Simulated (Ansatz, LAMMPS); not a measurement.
# Charge trapping in a frame of amorphous polyfuran (as short chains C26O6H18) from 500 K (150 atoms)

Aim: add and remove one electron in a frame of amorphous polyfuran (as short chains C26O6H18) from 500 K (150 atoms), with atoms held and relaxed, and read trapping energy and localisation.

Method: Kohn-Sham DFT, r2SCAN+D4, PAW (set soft_2), plane waves, in Ansatz 0.2.0.

**1. The structure**

The cell holds 150 atoms: 78 C, 18 O and 54 H. Its edges and angles: a = 12.200 Å, b = 12.200 Å, c = 12.200 Å, α = 90.0°, β = 90.0°, γ = 90.0°. 3 polyfuran chains of 6 units with methyl end groups placed at random, at 1.17 g/cm³; overlaps pushed apart, then 20 ps at 800 K with MMFF94 bonds, angles, torsions, charges and radii (Halgren, J. Comput. Chem. 17, 490 (1996)) in harmonic and 12-6 forms. Snapshot after 30 ps at 500 K and fixed volume.

Limits known from the start: The network of contacts between molecules at the start is that of the classical potential that made the cell, and needn't be the one that DFT or experiment would give. The Brillouin zone is sampled at Γ only, in a cell whose shortest periodic width is 12 Å.

**2. Single point at the start**

A single point comes first, to see the forces before anything moves.

Contents of input.yaml:

```yaml
crystal:
  lattice:
    - [12.1995, 0.0, 0.0]
    - [0.0, 12.1995, 0.0]
    - [0.0, 0.0, 12.1995]
  atoms:
    - { symbol: C, position: [0.36058, 0.0702, 0.20934] }
    - { symbol: C, position: [0.36815, 0.10658, 0.32826] }
    - { symbol: C, position: [0.44479, 0.10042, 0.40988] }
    - { symbol: C, position: [0.40199, 0.17042, 0.49019] }
    - { symbol: C, position: [0.29938, 0.20391, 0.45622] }
    - { symbol: O, position: [0.27755, 0.15896, 0.35982] }
    - { symbol: C, position: [0.21895, 0.26404, 0.51762] }
    - { symbol: C, position: [0.22347, 0.27788, 0.62654] }
    - { symbol: C, position: [0.13947, 0.35699, 0.65284] }
    - { symbol: C, position: [0.08547, 0.38376, 0.55211] }
    - { symbol: O, position: [0.13885, 0.32698, 0.46694] }
    - { symbol: C, position: [0.9948, 0.44902, 0.53185] }
    - { symbol: C, position: [0.95813, 0.54289, 0.58013] }
    - { symbol: C, position: [0.85516, 0.5732, 0.53798] }
    - { symbol: C, position: [0.8374, 0.49585, 0.46372] }
    - { symbol: O, position: [0.91653, 0.42082, 0.45213] }
    - { symbol: C, position: [0.74195, 0.49116, 0.39085] }
    - { symbol: C, position: [0.73018, 0.44044, 0.29049] }
    - { symbol: C, position: [0.62554, 0.46457, 0.25703] }
    - { symbol: C, position: [0.57176, 0.50919, 0.34783] }
    - { symbol: O, position: [0.64641, 0.52853, 0.42963] }
    - { symbol: C, position: [0.46182, 0.53598, 0.36784] }
    - { symbol: C, position: [0.42098, 0.58236, 0.46271] }
    - { symbol: C, position: [0.30997, 0.59195, 0.45882] }
    - { symbol: C, position: [0.28674, 0.56734, 0.35188] }
    - { symbol: O, position: [0.37535, 0.52763, 0.29872] }
    - { symbol: C, position: [0.1855, 0.5902, 0.29085] }
    - { symbol: C, position: [0.0843, 0.62741, 0.31817] }
    - { symbol: C, position: [0.01579, 0.62054, 0.2339] }
    - { symbol: C, position: [0.07146, 0.57267, 0.15469] }
    - { symbol: O, position: [0.18202, 0.56871, 0.18005] }
    - { symbol: C, position: [0.04695, 0.58023, 0.03691] }
    [... 112 atom lines left out ...]
    - { symbol: H, position: [0.66292, 0.34859, 0.77078] }
    - { symbol: H, position: [0.62933, 0.15213, 0.88152] }
    - { symbol: H, position: [0.62474, 0.02212, 0.05988] }
    - { symbol: H, position: [0.65505, 0.14152, 0.29755] }
    - { symbol: H, position: [0.7805, 0.07112, 0.27721] }
    - { symbol: H, position: [0.76974, 0.22061, 0.29465] }
kpoints:
  mp_grid: { grid: [1, 1, 1] }
hamiltonian:
  xc: r2scan
  dispersion: d4
scf:
  occupations: { method: fixed }
output:
  forces: true
```

Command:

```
> ansatz run input.yaml --threads 4 --pin off --max-ram 8192MiB --backend cpu --events-out ev --progress --plain --runs-dir out
```

Log:

```text
[...]
Pseudopotentials: kind: paw
Pseudopotential: C, paw, valence charge 4, recommended cutoff 500 eV (meta_gga), C.paw.azcp
Pseudopotential: O, paw, valence charge 6, recommended cutoff 500 eV (meta_gga), O.paw.azcp
Pseudopotential: H, paw, valence charge 1, recommended cutoff 500 eV (meta_gga), H.paw.azcp
[... 6 lines on functional and potentials left out ...]
Crystal: 150 atoms, lattice volume = 1815.625 Å³
Basis set: ecut = 500 eV, 46297 PW (Γ), exchange–correlation on 360×360×360 points (64 copies of the dense FFT grid, shifted against one another)
Bands: 387, of which v1, the nominal top of the filled ones, is band 237 counted from 1 (236 counted from 0)
Symmetry: 1 space group operations
Space group: P1 (ITA 1), of the structure as read, at distance tolerance 1.2e-4 Å
k-points: 1
[... 9 lines on functional and potentials left out ...]
Initial density: superposition of atomic densities (neutral atoms: chi_scale 0, normalization atom), corrected by the library's trained network
Initial wavefunctions: pseudopotential atomic-orbital guess
[...]
SCF iter   1: F=—  HF=-30691.838969 eV  |F-HF|=—  |Δ(HF+E_count)|=         —  Δρ=8.98e-3  dr2=1.12e0  dr2_τ=1.95e1  ethr=1.77e-3  ⟨swp⟩=5.0  Hψ=1352  notcnv=0  defer=147
preconditioner: auto → Resta (q_TF=auto, 2.181 Å⁻¹)  ε∞=2.3  [insulator: Δε(μ)=1.715 eV  Ē_g=15.697 eV  n_scr=304 (ndim 8)  ℏωp=18.2 eV  f_vac=0.277  ε∞_Penn≈2.3]
SCF iter   2: F=—  HF=-30691.827050 eV  |F-HF|=—  |Δ(HF+E_count)|=   1.19e-2  Δρ=4.91e-3  dr2=2.94e-1  dr2_τ=2.78e-2  ethr=2.37e-4  ⟨swp⟩=2.0  Hψ=639  notcnv=0  defer=144
SCF iter   3: F=—  HF=-30691.841779 eV  |F-HF|=—  |Δ(HF+E_count)|=   1.47e-2  Δρ=2.29e-3  dr2=6.53e-2  dr2_τ=5.01e-3  ethr=6.20e-5  ⟨swp⟩=2.0  Hψ=476  notcnv=0  defer=69
automatic band count: iteration 3 solves 308 bands in place of 387: the levels show a gap, and the empty bands left out lie too high to hold charge; the band table lists the bands solved (type scf.n_extra_bands for more)
SCF iter   4: F=—  HF=-30691.867913 eV  |F-HF|=—  |Δ(HF+E_count)|=   2.61e-2  Δρ=4.28e-4  dr2=4.98e-3  dr2_τ=5.80e-4  ethr=1.38e-5  ⟨swp⟩=2.0  Hψ=469  notcnv=0  defer=69
SCF iter   5: F=—  HF=-30691.871434 eV  |F-HF|=—  |Δ(HF+E_count)|=   3.52e-3  Δρ=2.27e-4  dr2=1.32e-3  dr2_τ=1.08e-4  ethr=1.05e-6  ⟨swp⟩=2.0  Hψ=472  notcnv=0  defer=69
[...]
SCF iter  10: F=—  HF=-30691.873174 eV  |F-HF|=—  |Δ(HF+E_count)|=   1.54e-6  Δρ=1.99e-6  dr2=1.05e-7  dr2_τ=1.01e-8  ethr=1.57e-10  ⟨swp⟩=2.0  Hψ=481  notcnv=0  defer=64
SCF iter  11: F=-30691.873174 eV  HF=-30691.873174 eV  |F-HF|=3.49e-8  |Δ(HF+E_count)|=   2.77e-7  Δρ=1.15e-6  dr2=2.87e-8  dr2_τ=3.37e-9  ethr=2.11e-11  ⟨swp⟩=4.0  Hψ=953  notcnv=0
SCF 1 converged in 11 iterations: F = -30691.873174 eV  dr2 = 2.87e-8
[...]
SCF converged after 11 iterations
Free energy (F): -30691.873174 eV
Harris-Foulkes:  -30691.873174 eV  (|F-HF|=3.49e-8)
Internal energy: -30691.873174 eV  (E = F + TS)
E sigma→0 (E₀):  -30691.873174 eV
Fermi energy:    1.396026 eV
--- Per-component energies (eV) ---
[...]
Σ components = -30691.873174   (vs F -30691.873174, Δ=0.00e0)
--- Forces (eV/Å), atoms counted from 1 ---
  atom   1  C     -3.02772255     4.45315108     2.07864835
  atom   2  C     -0.06570999    -1.55242913    -2.58416819
  atom   3  C     -0.55079442     0.79165126    -1.32396463
  atom   4  C     -0.64021004    -0.05759897     0.17093775
[...]
atom 150  H      0.67389400     0.12570281    -0.52123052
  max |Σ_I F_I| component: 1.53e-4 eV/Å
```

Run time: 37 s. Hardware: 4 threads of Intel Xeon Platinum 8375C at 2.90GHz (Ice Lake), shared host; peak memory 4.5 GiB.

The r.m.s. force at the start is 1.3 eV/Å.

**3. Relaxation**

With the cell held, the atoms are moved downhill towards a nearby minimum.

Contents of input.yaml:

```yaml
crystal:
  lattice:
    - [12.1995, 0.0, 0.0]
    - [0.0, 12.1995, 0.0]
    - [0.0, 0.0, 12.1995]
  atoms:
    [... the 150 atom lines of step 2 ...]
kpoints:
  mp_grid: { grid: [1, 1, 1] }
hamiltonian:
  xc: r2scan
  dispersion: d4
scf:
  occupations: { method: fixed }
output:
  forces: true
relax:
  f_tol: 0.05
  max_steps: 120
```

Log:

```text
[...]
Pseudopotentials: kind: paw
Pseudopotential: C, paw, valence charge 4, recommended cutoff 500 eV (meta_gga), C.paw.azcp
Pseudopotential: O, paw, valence charge 6, recommended cutoff 500 eV (meta_gga), O.paw.azcp
Pseudopotential: H, paw, valence charge 1, recommended cutoff 500 eV (meta_gga), H.paw.azcp
[...]
Crystal: 150 atoms, lattice volume = 1815.625 Å³
Basis set: ecut = 500 eV, 46297 PW (Γ), exchange–correlation on 360×360×360 points (64 copies of the dense FFT grid, shifted against one another)
Bands: 387, of which v1, the nominal top of the filled ones, is band 237 counted from 1 (236 counted from 0)
Symmetry: 1 space group operations
Space group: P1 (ITA 1), of the structure as read, at distance tolerance 1.2e-4 Å
k-points: 1
[...]
Initial density: superposition of atomic densities (neutral atoms: chi_scale 0, normalization atom), corrected by the library's trained network
Initial wavefunctions: pseudopotential atomic-orbital guess
[...]
SCF iter   1: F=—  HF=-30691.838968 eV  |F-HF|=—  |Δ(HF+E_count)|=         —  Δρ=8.98e-3  dr2=1.12e0  dr2_τ=1.95e1  ethr=1.77e-3  ⟨swp⟩=5.0  Hψ=1352  notcnv=0  defer=147
preconditioner: auto → Resta (q_TF=auto, 2.181 Å⁻¹)  ε∞=2.3  [insulator: Δε(μ)=1.715 eV  Ē_g=15.697 eV  n_scr=304 (ndim 8)  ℏωp=18.2 eV  f_vac=0.277  ε∞_Penn≈2.3]
SCF iter   2: F=—  HF=-30691.827047 eV  |F-HF|=—  |Δ(HF+E_count)|=   1.19e-2  Δρ=4.91e-3  dr2=2.94e-1  dr2_τ=2.78e-2  ethr=2.37e-4  ⟨swp⟩=2.0  Hψ=639  notcnv=0  defer=144
SCF iter   3: F=—  HF=-30691.841776 eV  |F-HF|=—  |Δ(HF+E_count)|=   1.47e-2  Δρ=2.29e-3  dr2=6.53e-2  dr2_τ=5.01e-3  ethr=6.20e-5  ⟨swp⟩=2.0  Hψ=476  notcnv=0  defer=69
automatic band count: iteration 3 solves 308 bands in place of 387: the levels show a gap, and the empty bands left out lie too high to hold charge; the band table lists the bands solved (type scf.n_extra_bands for more)
SCF iter   4: F=—  HF=-30691.867895 eV  |F-HF|=—  |Δ(HF+E_count)|=   2.61e-2  Δρ=4.28e-4  dr2=4.98e-3  dr2_τ=5.80e-4  ethr=1.38e-5  ⟨swp⟩=2.0  Hψ=469  notcnv=0  defer=69
SCF iter   5: F=—  HF=-30691.871617 eV  |F-HF|=—  |Δ(HF+E_count)|=   3.72e-3  Δρ=2.27e-4  dr2=1.32e-3  dr2_τ=1.08e-4  ethr=1.05e-6  ⟨swp⟩=2.0  Hψ=533  notcnv=0  defer=69
SCF iter   6: F=—  HF=-30691.872831 eV  |F-HF|=—  |Δ(HF+E_count)|=   1.21e-3  Δρ=1.06e-4  dr2=2.66e-4  dr2_τ=2.79e-5  ethr=2.78e-7  ⟨swp⟩=2.0  Hψ=470  notcnv=0  defer=69
SCF iter   7: F=—  HF=-30691.873107 eV  |F-HF|=—  |Δ(HF+E_count)|=   2.76e-4  Δρ=3.39e-5  dr2=2.88e-5  dr2_τ=2.84e-6  ethr=5.62e-8  ⟨swp⟩=2.0  Hψ=470  notcnv=0  defer=69
SCF iter   8: F=-30691.873172 eV  HF=-30691.873162 eV  |F-HF|=9.86e-6  |Δ(HF+E_count)|=   5.48e-5  Δρ=1.43e-5  dr2=4.86e-6  dr2_τ=5.16e-7  ethr=6.08e-9  ⟨swp⟩=4.0  Hψ=819  notcnv=0
SCF 1 converged in 8 iterations: F = -30691.873172 eV  dr2 = 4.86e-6
[...]
relax step   1: F+E_penalty+E_count = -30691.87317190 eV  Δ(F+E_penalty+E_count) = +0.000e0 eV  max|allowed force component| = 6.506e0 eV/Å  Δτ_max = 0.0000 Å  (8 SCF iters, dr2 threshold 6.25e-5 eV, accepted)
[... from here on, the SCF cycles and remarks between the steps are left out, and one step in 5 is shown ...]
relax step   2: F+E_penalty+E_count = -30698.99255694 eV  Δ(F+E_penalty+E_count) = -7.119e0 eV  max|allowed force component| = 2.504e0 eV/Å  Δτ_max = 0.1947 Å  (7 SCF iters, dr2 threshold 1.00e-4 eV, accepted)
relax step   5: F+E_penalty+E_count = -30701.78295518 eV  Δ(F+E_penalty+E_count) = -2.946e-1 eV  max|allowed force component| = 1.867e-1 eV/Å  Δτ_max = 0.1940 Å  (7 SCF iters, dr2 threshold 1.33e-5 eV, accepted)
relax step  10: F+E_penalty+E_count = -30702.23930431 eV  Δ(F+E_penalty+E_count) = -4.568e-2 eV  max|allowed force component| = 3.072e-1 eV/Å  Δτ_max = 0.1948 Å  (6 SCF iters, dr2 threshold 6.50e-5 eV, accepted)
relax step  15: F+E_penalty+E_count = -30702.37523022 eV  Δ(F+E_penalty+E_count) = -2.386e-2 eV  max|allowed force component| = 2.574e-1 eV/Å  Δτ_max = 0.1950 Å  (6 SCF iters, dr2 threshold 1.00e-4 eV, accepted)
relax step  20: F+E_penalty+E_count = -30702.43801487 eV  Δ(F+E_penalty+E_count) = -1.225e-2 eV  max|allowed force component| = 2.293e-1 eV/Å  Δτ_max = 0.1937 Å  (6 SCF iters, dr2 threshold 4.29e-5 eV, accepted)
relax step  25: F+E_penalty+E_count = -30702.47390898 eV  Δ(F+E_penalty+E_count) = -4.633e-3 eV  max|allowed force component| = 6.022e-2 eV/Å  Δτ_max = 0.0482 Å  (6 SCF iters, dr2 threshold 1.23e-5 eV, accepted)
relax step  30: F+E_penalty+E_count = -30702.48183527 eV  Δ(F+E_penalty+E_count) = -1.430e-3 eV  max|allowed force component| = 5.446e-2 eV/Å  Δτ_max = 0.0742 Å  (9 SCF iters, accepted)
relax step  31: F+E_penalty+E_count = -30702.48292782 eV  Δ(F+E_penalty+E_count) = -1.093e-3 eV  max|allowed force component| = 6.470e-2 eV/Å  Δτ_max = 0.1115 Å  (9 SCF iters, accepted)
[...]
Step cancelled. What follows is not a result of the run: it is the report of the last solve that finished, which converged after 9 SCF iterations.
Free energy (F): -30702.482928 eV
Harris-Foulkes:  -30702.482928 eV  (|F-HF|=1.29e-7)
Internal energy: -30702.482928 eV  (E = F + TS)
E sigma→0 (E₀):  -30702.482928 eV
Fermi energy:    1.187377 eV
--- Per-component energies (eV) ---
[...]
Σ components = -30702.482928   (vs F -30702.482928, Δ=0.00e0)
--- Forces (eV/Å), atoms counted from 1 ---
  atom   1  C     -0.00119675    -0.00085934     0.00182873
  atom   2  C     -0.00752423     0.00181585     0.00409953
  atom   3  C      0.00148956     0.00946729     0.01497466
  atom   4  C      0.00746709    -0.01325236    -0.00995025
[...]
atom 150  H     -0.00996007    -0.00139962    -0.00721184
  max |Σ_I F_I| component: 2.64e-4 eV/Å
End of that report.
Error: SIGTERM received: cancelled by the caller after 1 completed SCF iterations
```

It took 13 min on 4 threads; peak memory 4.4 GiB.

The relaxation was stopped at its limit after 31 steps, 10.6 eV below its start, with a largest force component of 0.065 eV/Å.

(Part 1 of 4 ends here.)

[Logs are printed without paths, hosts, clocks, repeated set-up lines and the standing remarks that a program may print on its own settings, such as how far it seeks lower states.]

[Hosts, paths, dates, database ids (printed as entryN), source tags and the programs' standing remarks are cut or masked in the printed files.]

[The MMFF94 radii named for the starting cell were scaled by 0.96; in molecules described by MMFF94, hydrogen bound to N, O or S took a small fixed 12-6 site in their place.]
